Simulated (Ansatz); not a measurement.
# What InH (model cell, started as NiAs type) distorts into, part 3 of 3

Which phase does InH (model cell, started as NiAs type) fall into along its unstable mode, and how much energy does it gain?

Ansatz 0.2.0; DFT PBEsol, scalar-relativistic, plane waves, PAW.

So far. Step 4 (The mode frozen in, largest atomic shift 0.6 Å): The run ends at a pressure of 0.94 GPa, with forces up to 0.57 eV/Å. Step 5 (Energy along the mode, all amplitudes (two of the runs …): The lowest of the steps tried is the last one, at 0.6 Å, 57.9 meV/atom below the parent; the bottom of the well need not coincide with a step.

The structure was built from a prototype and need not be the compound's stable phase.

## (6) Relaxing from the distorted cell (continued)

Step by step (22 of 28):

```
step  energy less that of the first step (eV)  largest force component (eV/Å)  pressure (GPa)  volume (Å³)
   1                                   0.0000                          0.5711            0.94       179.37
   2                                  -0.4019                          0.4041           -0.30       184.35
   4                                  -0.7089                          0.1199            0.17       186.28
   5                                  -0.7891                          0.1125           -0.05       187.18
   6                                  -0.8387                          0.2450           -0.01       186.98
   7                                  -0.8835                          0.1732            0.27       186.56
   9                                  -1.0357                          0.1503            0.11       188.05
  10                                  -1.0367                          0.1728           -0.13       187.74
  11                                  -1.0702                          0.0671            0.03       186.59
  13                                  -1.1150                          0.0464           -0.06       187.72
  14                                  -1.1267                          0.0712            0.04       187.40
  15                                  -1.1374                          0.0298           -0.07       186.91
  16                                  -1.1371                          0.0712            0.02       185.94
  18                                  -1.1390                          0.0285           -0.20       186.80
  19                                  -1.1417                          0.0196            0.00       186.08
  20                                  -1.1420                          0.0047            0.00       186.08
  22                                  -1.1420                          0.0015            0.00       185.99
 23*                                  -1.1506                          0.0018            0.05       185.99
  24                                  -1.1509                          0.0062            0.01       186.09
  25                                  -1.1509                          0.0053            0.00       186.13
  27                                  -1.1509                          0.0006            0.00       186.13
 28*                                  -1.1510                          0.0006            0.00       186.13
```

Relaxation steps marked * repeat the geometry before them on a plane-wave basis chosen anew for their cell, so energy and pressure can jump there. Other such steps can lie between the rows shown. Relaxation steps 16, 18, 26 were tried and not accepted.

The run keeps the 4 symmetry operations that it works with, so distortions that break them were not tested.

| cell as run | before | after | change |
| --- | --- | --- | --- |
| a (Å) | 3.326 | 3.192 | -4.0 % |
| b (Å) | 6.241 | 6.382 | +2.3 % |
| c (Å) | 8.799 | 9.361 | +6.4 % |
| α (°) | 90.00 | 97.77 | +8.6 % |
| β (°) | 79.11 | 80.18 | +1.4 % |
| volume (Å³/atom) | 14.95 | 15.51 | +3.8 % |

The atoms that moved most (Å, as changes of fractional coordinates times the final cell):

```
atom     dx      dy      dz  length
 H10  0.000   0.331  -1.314   1.355
  H9  0.000  -0.331   1.314   1.355
 In2  0.000   0.081   0.949   0.952
 In1  0.000  -0.081  -0.949   0.952
 In5  0.000  -0.258   0.789   0.830
 In4  0.000   0.258  -0.789   0.830
  H8  0.000  -0.777  -0.029   0.777
 H11  0.000   0.777   0.029   0.777
```

Final coordinates:

```
In H
1.0
    -3.19212    0.00000    0.00000
     0.00000    0.44817   -6.36632
    -1.59607   -9.20277    0.62047
In H
6 6
Direct
  0.32520 0.15065 0.34961
  0.00814 0.84935 0.98373
  0.66667 0.00000 0.66667
  0.34445 0.62183 0.31109
  0.98888 0.37817 0.02224
  0.66667 0.50000 0.66667
  0.78668 0.77589 0.42663
  0.40192 0.85901 0.19616
  0.09811 0.48548 0.80378
  0.23522 0.51452 0.52956
  0.93142 0.14099 0.13717
  0.54665 0.22411 0.90670
```

Numbers from this step:

```yaml
pressure: 4.33e-4 GPa
volume_per_atom: 15.51 Å³
```

ELF in the ac plane of the conventional cell at fractional y = 0.000, with atoms of In and H within 0.2 Å of it. It is the smooth field of the valence electrons, not physical close to the nuclei.

Values, 8 rows by 16 columns, each cell a mean:
```
0.20 0.21 0.29 0.38 0.79 0.24 0.13 0.26 0.31 0.26 0.16 0.21 0.06 0.18 0.36 0.20
0.34 0.24 0.33 0.46 0.74 0.23 0.10 0.11 0.17 0.25 0.11 0.21 0.06 0.60 0.82 0.27
0.28 0.15 0.16 0.15 0.24 0.12 0.24 0.26 0.11 0.21 0.28 0.27 0.14 0.50 0.52 0.23
0.15 0.13 0.10 0.19 0.24 0.17 0.63 0.68 0.45 0.72 0.29 0.33 0.25 0.20 0.11 0.18
0.19 0.13 0.24 0.23 0.33 0.31 0.54 0.46 0.53 0.66 0.15 0.19 0.18 0.10 0.11 0.20
0.26 0.54 0.67 0.13 0.21 0.26 0.20 0.10 0.14 0.18 0.17 0.26 0.24 0.19 0.17 0.29
0.27 0.67 0.66 0.05 0.19 0.07 0.26 0.20 0.16 0.08 0.20 0.75 0.59 0.33 0.26 0.32
0.16 0.25 0.17 0.07 0.22 0.20 0.26 0.30 0.30 0.16 0.23 0.60 0.37 0.24 0.20 0.20
```
Columns run along a (18.4 Å), rows up along c (6.4 Å), edges of the conventional cell, whose origin can differ from the input's. Atoms in or near the plane, at fractional coordinates: In at (0.34, 0.15), In at (0.66, 0.85), In at (0.00, 0.00), In at (0.32, 0.62), In at (0.68, 0.38), In at (0.00, 0.50), H at (0.88, 0.78), H at (0.26, 0.86), H at (0.57, 0.49), H at (0.43, 0.51), H at (0.74, 0.14), H at (0.12, 0.22).

Valence density in the ac plane of the conventional cell at fractional y = 0.000, with atoms of In and H within 0.2 Å of it. It is the smooth field of the valence electrons, not physical close to the nuclei.

Ten steps, logarithmic in the rise over the least value, from '0' (0 e/Å³) to '9' (11 e/Å³), each cell a mean:
```
97310001001222211000011100136753100000001268
64100111112442110000001000258974100000121246
21100111112442211000000001269973100002442122
11000011001234542100000000247742000012442111
22100000000247874100000000123321000112321012
64210000000258984222110111111111000111110125
97310000001257863234311133212232111111000258
97310000001134532244311245323665210000000269
75200011110112211122111233226997310000000257
42101121100011221111000111137997310000000134
11012332100012454210000000025774210000000011
11113531000014787310000000012333321111100011
43212321000026997410000000001123531111100123
76311100000025886310011000001123421111100147
97410000000123553100111100012322210000000269
```
Columns run along a (18.4 Å), rows up along c (6.4 Å), edges of the conventional cell, whose origin can differ from the input's. Atoms in or near the plane, at fractional coordinates: In at (0.34, 0.15), In at (0.66, 0.85), In at (0.00, 0.00), In at (0.32, 0.62), In at (0.68, 0.38), In at (0.00, 0.50), H at (0.88, 0.78), H at (0.26, 0.86), H at (0.57, 0.49), H at (0.43, 0.51), H at (0.74, 0.14), H at (0.12, 0.22).

Electrostatic potential energy in the ac plane of the conventional cell at fractional y = 0.000, with atoms of In and H within 0.2 Å of it. With pseudopotentials it is smooth inside the atoms' cores, unlike the true potential.

Ten even steps from '0' (-36 eV) to '9' (12 eV), each cell a mean:
```
01799999999888889999999999962137999999999720
25899999998349999999999999830015999999999852
89999999998358889999999999720016999999559988
99999999999885457999999999841148999998249999
88999999999951015899999999986789999999899998
34899999999830005899999999999999999999999974
01699999999840026863899986998878999999999840
00699999999975468942899941886324899999999720
03799999999998899998999976972001799999999830
57999999999999888999999999971001799999999975
99998689999998546899999999973115899999999998
99996069999985101699999999997678789999999999
67898799999972000599999999999997069999999987
02799999999973002799999999999998589999999851
00599999999986446899999999998788999999999820
```
Columns run along a (18.4 Å; values clipped at the 3rd and 97th percentile), rows up along c (6.4 Å), edges of the conventional cell, whose origin can differ from the input's. Atoms in or near the plane, at fractional coordinates: In at (0.34, 0.15), In at (0.66, 0.85), In at (0.00, 0.00), In at (0.32, 0.62), In at (0.68, 0.38), In at (0.00, 0.50), H at (0.88, 0.78), H at (0.26, 0.86), H at (0.57, 0.49), H at (0.43, 0.51), H at (0.74, 0.14), H at (0.12, 0.22).

The distorted start has space group C2/m; the relaxation ends in C2/m.

## (7) Summary of results

| Quantity | Value |
| --- | --- |
| unstable mode of the parent | q = (0, 0.333, 0), 685i cm⁻¹ |
| depth at the lowest point sampled | 57.9 meV/atom |
| largest atomic shift at that point | 0.6 Å |
| space group reached (within 0.01 Å) | C2/m |
| energy gained over the parent (first relaxation, on the mesh of the frozen mode) | 154 meV/atom |
| volume per atom, phase reached | 15.5 Å³ |

**Reading.** Along this mode the structure falls into C2/m, 154 meV/atom below the parent. At the parent's cell the well is 57.91 meV/atom deep on the steps tried, with its lowest point at a shift of 0.6 Å. That is the last step tried, so the steps alone don't bracket the bottom of the well. Relaxing atoms and cell changes the gain by +95.92 meV/atom against the lowest step (energies at zero smearing). Most of the total comes from this relaxation. The modes of the phase reached were not computed on this path. Of the 2 patterns followed to their end from this parent, this one reaches the lowest energy. Each path keeps the symmetry of its pattern, so a lower phase may lie along a pattern not tried. The q mesh is too sparse to interpolate, so only the solved wavevectors are given. With no gap, or one that is small against the smearing, the frequencies hang on the k mesh and the smearing, most of all near Kohn anomalies. The starting cell was built on a prototype and not taken from a measurement, so the phase need not exist.

[Logs are printed without paths, hosts, clocks, repeated set-up lines and the standing remarks that a program may print on its own settings, such as how far it seeks lower states.]

[Hosts, paths, dates, database ids (printed as entryN), source tags and the programs' standing remarks are cut or masked in the printed files.]
